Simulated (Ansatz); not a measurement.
# How Al(100) screens a field, part 2 of 2

Aim: image plane and induced charge of Al(100).

Ansatz 0.2.0; plane-wave DFT, PBE, Ansatz PAW (the session's first sound run).

So far. Step 9 (Single point, field 0.4 V/Å): The dipole is 0.354 e·Å.

### 10. The response

This step: plane-wave DFT, PBE, Ansatz PAW; screening of a field by a metal slab (Ansatz 0.2.0).

The dipoles give the slope, and the difference of two potentials shows where the field is screened.

This step gave:

- equivalent conductor thickness p/(ε₀AE): 19.51 Å
- distance between the outer atoms: 16.20 Å
- inner field over outer field: 5.57e-4
- image plane, upper face: 1.701 Å
- induced electrons on the upper face over ε₀E: -0.9953
- image plane, lower face: 1.701 Å
- induced electrons on the lower face over ε₀E: 0.9953

The dipole of the cell by applied field:

| applied field (V/Å) | dipole of the cell (e·Å) |
| --- | --- |
| -0.200 | -0.177 |
| -0.100 | -0.0884 |
| -0.050 | -0.0442 |
| 0.000 | 0 |
| 0.050 | 0.0442 |
| 0.100 | 0.0884 |
| 0.200 | 0.177 |
| 0.400 | 0.354 |

Local field over the applied field, running mean. From the potentials at -0.05 and 0.05 V/Å; running mean over 2.025 Å. The local field over applied field by z:

| z (Å) | local field over applied field |
| --- | --- |
| 4.5 | 0.996 |
| 5.0 | 0.988 |
| 5.5 | 0.970 |
| 6.0 | 0.928 |
| 6.5 | 0.836 |
| 7.0 | 0.676 |
| 7.5 | 0.457 |
| 8.0 | 0.241 |
| 8.5 | 0.0870 |
| 9.0 | 0.00893 |
| 9.5 | -0.00610 |
| 10.0 | 0.00173 |
| 10.5 | 0.00278 |
| 11.0 | -0.00102 |
| 11.5 | -6.7e-4 |
| 12.0 | 0.00168 |
| 12.5 | 0.00109 |
| 13.0 | -4.5e-4 |
| 13.5 | -4.9e-5 |
| 14.0 | 7.9e-4 |
| 14.5 | 4.6e-4 |
| 15.0 | 1.1e-4 |
| 15.5 | 5.7e-4 |
| 16.0 | 9.2e-4 |
| 16.5 | 6.0e-4 |
| 17.0 | 2.7e-4 |
| 17.5 | 4.2e-4 |
| 18.0 | 8.4e-4 |
| 18.5 | 8.0e-4 |
| 19.0 | 2.2e-4 |
| 19.5 | 2.3e-4 |
| 20.0 | 7.7e-4 |
| 20.5 | 3.8e-4 |
| 21.0 | -5.1e-4 |
| 21.5 | 3.3e-4 |
| 22.0 | 0.00183 |
| 22.5 | 4.2e-4 |
| 23.0 | -0.00150 |
| 23.5 | 0.00119 |
| 24.0 | 0.00336 |
| 24.5 | -0.00335 |
| 25.0 | -0.00260 |
| 25.5 | 0.0463 |
| 26.0 | 0.171 |
| 26.5 | 0.366 |
| 27.0 | 0.592 |
| 27.5 | 0.781 |
| 28.0 | 0.898 |
| 28.5 | 0.957 |
| 29.0 | 0.983 |
| 29.5 | 0.994 |

Electrons, planar mean, per unit field. Induced electron density against z:

| z (Å) | induced electron density (e/Å³ per V/Å) |
| --- | --- |
| 4.5 | 2.6e-5 |
| 5.0 | 7.1e-5 |
| 5.5 | 1.9e-4 |
| 6.0 | 4.6e-4 |
| 6.5 | 0.00106 |
| 7.0 | 0.00218 |
| 7.5 | 0.00345 |
| 8.0 | 0.00335 |
| 8.5 | 9.0e-4 |
| 9.0 | -7.7e-4 |
| 9.5 | -1.5e-4 |
| 10.0 | 4.4e-4 |
| 10.5 | 6.3e-6 |
| 11.0 | -2.9e-4 |
| 11.5 | 5.5e-5 |
| 12.0 | 1.8e-4 |
| 12.5 | -7.4e-5 |
| 13.0 | -1.2e-4 |
| 13.5 | 8.7e-5 |
| 14.0 | 7.5e-5 |
| 14.5 | -8.4e-5 |
| 15.0 | -5.4e-5 |
| 15.5 | 7.8e-5 |
| 16.0 | 3.6e-5 |
| 16.5 | -7.4e-5 |
| 17.0 | -2.2e-5 |
| 17.5 | 7.3e-5 |
| 18.0 | 1.8e-5 |
| 18.5 | -8.8e-5 |
| 19.0 | -6.0e-6 |
| 19.5 | 1.1e-4 |
| 20.0 | -7.9e-6 |
| 20.5 | -1.2e-4 |
| 21.0 | 3.8e-5 |
| 21.5 | 1.4e-4 |
| 22.0 | -9.1e-5 |
| 22.5 | -1.8e-4 |
| 23.0 | 1.9e-4 |
| 23.5 | 2.0e-4 |
| 24.0 | -3.4e-4 |
| 24.5 | -2.2e-4 |
| 25.0 | 6.8e-4 |
| 25.5 | 1.2e-4 |
| 26.0 | -0.00258 |
| 26.5 | -0.00369 |
| 27.0 | -0.00274 |
| 27.5 | -0.00143 |
| 28.0 | -6.4e-4 |
| 28.5 | -2.7e-4 |
| 29.0 | -1.1e-4 |
| 29.5 | -3.9e-5 |

By hand: between -0.05 and 0.05 V/Å the dipole changes by 0.08843 e·Å, a slope of 0.8843 e·Å²/V. A perfect conductor of thickness t has p = ε₀AEt, so t = 180.95 × 0.8843 / 8.201 = 19.51 Å (e/ε₀ = 180.95 V·Å, A in Å²). Less the 16.20 Å between the outer atoms, and halved, that puts each image plane 1.66 Å out.

The induced dipole is that of a conductor 19.51 Å thick.

### 11. A changed input

This step: plane-wave DFT, PBE, Ansatz PAW, but for the change named below (Ansatz 0.2.0).

A run with a changed input: it repeats the earlier run at 0.05 V/Å with hamiltonian.xc from pbe to lda, scf.occupations.method from fermi_dirac to gaussian and scf.occupations.width from 0.1 to 0.01.

input.yaml reads:

```yaml
crystal:
  lattice:
    - [2.8637824638, 0.0, 0.0]
    - [0.0, 2.8637824638, 0.0]
    - [0.0, 0.0, 34.2]
  atoms:
    - { symbol: Al, position: [0.0, 0.0, 0.2631578947] }
    - { symbol: Al, position: [0.5, 0.5, 0.3223684211] }
    - { symbol: Al, position: [0.0, 0.0, 0.3815789474] }
    - { symbol: Al, position: [0.5, 0.5, 0.4407894737] }
    - { symbol: Al, position: [0.0, 0.0, 0.5] }
    - { symbol: Al, position: [0.5, 0.5, 0.5592105263] }
    - { symbol: Al, position: [0.0, 0.0, 0.6184210526] }
    - { symbol: Al, position: [0.5, 0.5, 0.6776315789] }
    - { symbol: Al, position: [0.0, 0.0, 0.7368421053] }
kpoints:
  mp_grid: { grid: [18, 18, 1] }
hamiltonian:
  xc: lda
scf:
  occupations: { method: gaussian, width: 0.01 }
  convergence: { dr2_threshold: 1.0e-10 }
efield:
  axis: 3
  dipole_correction: true
  ramp_position: 0.97
  ramp_width: 0.06
  amplitude: 0.05
output:
  forces: true
  write_potential: true
  write_density: true
  volumetric_format: npy
```

Started as:

```console
> ansatz run input.yaml --threads 2 --pin off --max-ram 3072MiB --backend cpu --events-out ev --progress --plain --runs-dir out
```

Numbers of over 12 decimals in the logs are rounded to 6 here.

What it wrote:

```text
[...]
Crystal: 9 atoms, lattice volume = 280.483 Å³
Basis set: ecut = 420 eV, 5487 PW (Γ)
Bands: 23, of which v1, the nominal top of the filled ones, is band 14 counted from 1 (13 counted from 0)
Symmetry: 8 space group operations
k-points: 55 of 324
[...]
SCF iter   1: F=—  HF=-4615.774108 eV  |F-HF|=—  |Δ(HF+E_count)|=         —  Δρ=1.77e-2  dr2=1.39e1  ethr=3.10e-3  p=0.044 e·Å  D=2.83e-2 V/Å  ΔV_dip=-0.97 eV  dr2_dipole=5.82e-5  V_vac-E_F(+/−)=7.20/6.60 eV  ⟨swp⟩=9.4  Hψ=8511  notcnv=0
[...]
SCF iter  13: F=-4614.676963 eV  HF=-4614.676963 eV  |F-HF|=2.18e-11  |Δ(HF+E_count)|=  9.09e-13  Δρ=1.81e-8  dr2=1.34e-11  ethr=1.00e-12  p=0.044 e·Å  D=2.85e-2 V/Å  ΔV_dip=-0.97 eV  dr2_dipole=7.77e-12  V_vac-E_F(+/−)=4.62/4.03 eV  ⟨swp⟩=19.9  Hψ=9220  notcnv=0
the search or the solves at the SCF's close seem to have found levels that the self-consistency loop had missed (the run counts 1). By its estimate they hold under 1e-12 electrons; where the run keeps them, the occupations were computed again with them
SCF 1 converged in 13 iterations: F = -4614.676963 eV  dr2 = 1.34e-11
[...]
SCF converged after 13 iterations
Free energy (F): -4614.676963 eV
[...]
Internal energy: -4614.676756 eV  (E = F + TS)
E sigma→0 (E₀):  -4614.676859 eV
Entropy (-TS):   -0.000208 eV (-0.023 meV/atom)
Fermi energy:    2.118263 eV
Dipole field:    D = 0.028504 V/Å  (p = 0.044183 e·Å, saw-weighted, corrected)
Work function:   not extracted (applied field tilts the vacuum); planar V_es + V_field profile in the machine report
[...]
--- Forces (eV/Å), atoms counted from 1 ---
  atom   1  Al    -0.00000000     0.00000000     0.14762174
  atom   2  Al    -0.00000000     0.00000000     0.05062279
  atom   3  Al    -0.00000000     0.00000000     0.06802439
  atom   4  Al    -0.00000000     0.00000000     0.00051471
  atom   5  Al     0.00000000     0.00000000    -0.00033169
  atom   6  Al     0.00000000     0.00000000    -0.00069355
  atom   7  Al     0.00000000     0.00000000    -0.06851320
  atom   8  Al     0.00000000     0.00000000    -0.05167616
  atom   9  Al     0.00000000     0.00000000    -0.14557029
  max |Σ_I F_I| component: 1.25e-6 eV/Å
--- Band table (eV; the first three rows and the last of 55) ---
  k-point 0: bands = [... 10 lower, 1.9284, 3.5616, 4.9924, 5.9775, 6.4041, 7.2167, 7.3850, 7.4452, ... 5 higher]
  k-point 1: bands = [... 10 lower, 1.9803, 3.6124, 5.0436, 6.0295, 6.1409, 6.4252, 6.4576, 6.8776, ... 5 higher]
  k-point 2: bands = [... 10 lower, 2.1345, 3.7567, 4.6150, 4.9072, 5.1439, 5.4077, 5.9881, 6.2055, ... 5 higher]
  k-point 54: bands = [... 10 lower, 0.8289, 0.8998, 1.2715, 1.4238, 1.5246, 1.5246, 1.8631, 2.2590, ... 5 higher]
```

Wall time 48 s (2 threads of Arm Neoverse N1, shared host); peak memory 0.55 GiB.

Numbers from this step:

```yaml
energy_at_zero_smearing: -4614.6769 eV
dipole_along_the_normal: 0.04418 e·Å
```

Force by atom:

| atom | x (eV/Å) | y (eV/Å) | z (eV/Å) | size |
| --- | --- | --- | --- | --- |
| Al1 | 0.000 | 0.000 | 0.148 | 0.148 |
| Al2 | 0.000 | 0.000 | 0.051 | 0.051 |
| Al3 | 0.000 | 0.000 | 0.068 | 0.068 |
| Al4 | 0.000 | 0.000 | 0.001 | 0.001 |
| Al5 | 0.000 | 0.000 | 0.000 | 0.000 |
| Al6 | 0.000 | 0.000 | -0.001 | 0.001 |
| Al7 | 0.000 | 0.000 | -0.069 | 0.069 |
| Al8 | 0.000 | 0.000 | -0.052 | 0.052 |
| Al9 | 0.000 | 0.000 | -0.146 | 0.146 |

| quantity | this run | earlier run | difference |
| --- | --- | --- | --- |
| dipole along the normal (e·Å) | 0.04418 | 0.04422 | -3.4e-5 |

The dipole moves by under 0.5 % or 5e-5 e·Å. The run took 13 SCF cycles against 10.

### 12. A changed input

Another changed input: it repeats the earlier run at 0.05 V/Å with hamiltonian.pseudopotentials to kind: paw, source: jth and basis.ecutrho_ratio to 8.

Edit input.yaml of step 11 so:

```diff
@@ -18,5 +18,6 @@
 hamiltonian:
-  xc: lda
+  xc: pbe
+  pseudopotentials: { kind: paw, source: jth }
 scf:
-  occupations: { method: gaussian, width: 0.01 }
+  occupations: { method: fermi_dirac, width: 0.1 }
   convergence: { dr2_threshold: 1.0e-10 }
@@ -33 +34,3 @@
   volumetric_format: npy
+basis:
+  ecutrho_ratio: 8
```

What it wrote:

```text
Warning: <dir> the checks of this Al dataset prove no rule for summing its radial tables, as where they were carried onto another mesh than they were made on, and Gregory's rule is taken, under which a leading mesh point left out moves its sums only by what lay on the interval it spanned. That does not make them correct, and they differ from Quantum ESPRESSO's on this file; a re-export a fraction of a mesh step off can move them. hamiltonian.pseudopotentials.radial_quadrature: simpson_from_first_knot sums it by `pw.x`'s rule; on a PAW file no value gives `pw.x`'s numbers. What more to know: hamiltonian.pseudopotentials.radial_quadrature, in the input reference
[...]
Crystal: 9 atoms, lattice volume = 280.483 Å³
Basis set: ecut = 570 eV, 8709 PW (Γ), exchange–correlation on 64×64×768 points (8 copies of the dense FFT grid, shifted against one another)
Bands: 23, of which v1, the nominal top of the filled ones, is band 14 counted from 1 (13 counted from 0)
Symmetry: 8 space group operations
k-points: 55 of 324
[...]
SCF iter   1: F=—  HF=-4836.907320 eV  |F-HF|=—  |Δ(HF+E_count)|=         —  Δρ=1.83e-2  dr2=1.30e1  ethr=3.10e-3  p=0.044 e·Å  D=2.83e-2 V/Å  ΔV_dip=-0.97 eV  dr2_dipole=6.50e-5  V_vac-E_F(+/−)=7.01/6.40 eV  ⟨swp⟩=12.1  Hψ=12583  notcnv=0  defer=4
[...]
SCF iter   8: F=-4836.111107 eV  HF=-4836.111107 eV  |F-HF|=8.64e-11  |Δ(HF+E_count)|=   2.02e-9  Δρ=9.59e-8  dr2=6.84e-11  ethr=1.00e-12  p=0.044 e·Å  D=2.85e-2 V/Å  ΔV_dip=-0.98 eV  dr2_dipole=2.83e-13  V_vac-E_F(+/−)=4.53/3.93 eV  ⟨swp⟩=19.9  Hψ=13196  notcnv=0
[...]
SCF 1 converged in 8 iterations: F = -4836.111107 eV  dr2 = 6.84e-11
[...]
SCF converged after 8 iterations
Free energy (F): -4836.111107 eV
[...]
Internal energy: -4835.990043 eV  (E = F + TS)
E sigma→0 (E₀):  -4836.050575 eV
Entropy (-TS):   -0.121064 eV (-13.452 meV/atom)
Fermi energy:    2.258442 eV
Dipole field:    D = 0.028523 V/Å  (p = 0.044212 e·Å, saw-weighted, corrected)
Work function:   not extracted (applied field tilts the vacuum); planar V_es + V_field profile in the machine report
[...]
--- Forces (eV/Å), atoms counted from 1 ---
  atom   1  Al    -0.00000000     0.00000000    -0.03134232
  atom   2  Al    -0.00000000     0.00000000     0.05319327
  atom   3  Al     0.00000000     0.00000000     0.04982757
  atom   4  Al     0.00000000     0.00000000     0.02183319
  atom   5  Al     0.00000000     0.00000000    -0.00028304
  atom   6  Al     0.00000000     0.00000000    -0.02197383
  atom   7  Al     0.00000000     0.00000000    -0.05023818
  atom   8  Al    -0.00000000     0.00000000    -0.05421125
  atom   9  Al     0.00000000     0.00000000     0.03319460
  max |Σ_I F_I| component: 2.07e-8 eV/Å
--- Band table (eV; the first three rows and the last of 55) ---
  k-point 0: bands = [... 10 lower, 2.1043, 3.7540, 5.1863, 6.0901, 6.4747, 7.3226, 7.4919, 7.6035, ... 5 higher]
  k-point 1: bands = [... 10 lower, 2.1561, 3.8042, 5.2370, 6.1422, 6.3185, 6.5255, 6.6077, 7.0630, ... 5 higher]
  k-point 2: bands = [... 10 lower, 2.3091, 3.9440, 4.7900, 5.0865, 5.3207, 5.6045, 6.1658, 6.3247, ... 5 higher]
  k-point 54: bands = [... 10 lower, 1.0079, 1.0776, 1.4491, 1.6064, 1.6654, 1.6654, 2.0215, 2.4636, ... 5 higher]
```

The job ended after 86 s (2 threads; peak memory 0.97 GiB).

Numbers from this step:

```
energy at zero smearing : -4836.0506 eV
dipole along the normal : 0.04421 e·Å
```

Force by atom:

| atom | x (eV/Å) | y (eV/Å) | z (eV/Å) | size |
| --- | --- | --- | --- | --- |
| Al1 | 0.0000 | 0.0000 | -0.0313 | 0.0313 |
| Al2 | 0.0000 | 0.0000 | 0.0532 | 0.0532 |
| Al3 | 0.0000 | 0.0000 | 0.0498 | 0.0498 |
| Al4 | 0.0000 | 0.0000 | 0.0218 | 0.0218 |
| Al5 | 0.0000 | 0.0000 | -0.0003 | 0.0003 |
| Al6 | 0.0000 | 0.0000 | -0.0220 | 0.0220 |
| Al7 | 0.0000 | 0.0000 | -0.0502 | 0.0502 |
| Al8 | 0.0000 | 0.0000 | -0.0542 | 0.0542 |
| Al9 | 0.0000 | 0.0000 | 0.0332 | 0.0332 |

| quantity | this run | earlier run | difference |
| --- | --- | --- | --- |
| dipole along the normal (e·Å) | 0.04421 | 0.04422 | -5.4e-6 |

The dipole moves by under 0.5 % or 5e-5 e·Å. The run took 8 SCF cycles against 10.

### 13. Outcome

```json
{
 "work function": "4.24 eV",
 "image plane, upper face": "1.70 Å",
 "induced electrons on the upper face over ε₀E": "-0.995",
 "equivalent conductor thickness p/(ε₀AE)": "19.5 Å",
 "inner field over outer field": "5.6e-4"
}
```

In words: The induced charge has its centre 1.70 Å outside the outermost atoms; this is the plane from which a capacitor's gap or an image potential counts. The equivalent conductor thickness exceeds the distance between the outer atoms by 3.31 Å, about the sum of the two image-plane distances. In the middle of the slab the field is screened to under 0.5 % of its outer value. The atoms are held at bulk positions with the tabulated experimental lattice constant.

[Logs are printed without paths, hosts, clocks, repeated set-up lines and the standing remarks that a program may print on its own settings, such as how far it seeks lower states.]

[Hosts, paths, dates, database ids (printed as entryN), source tags and the programs' standing remarks are cut or masked in the printed files.]

[Maps of the electrostatic potential energy from Ansatz leave out the sawtooth potential of an applied field or a dipole correction, so their vacuum need not be flat; planar profiles and work functions include it.]
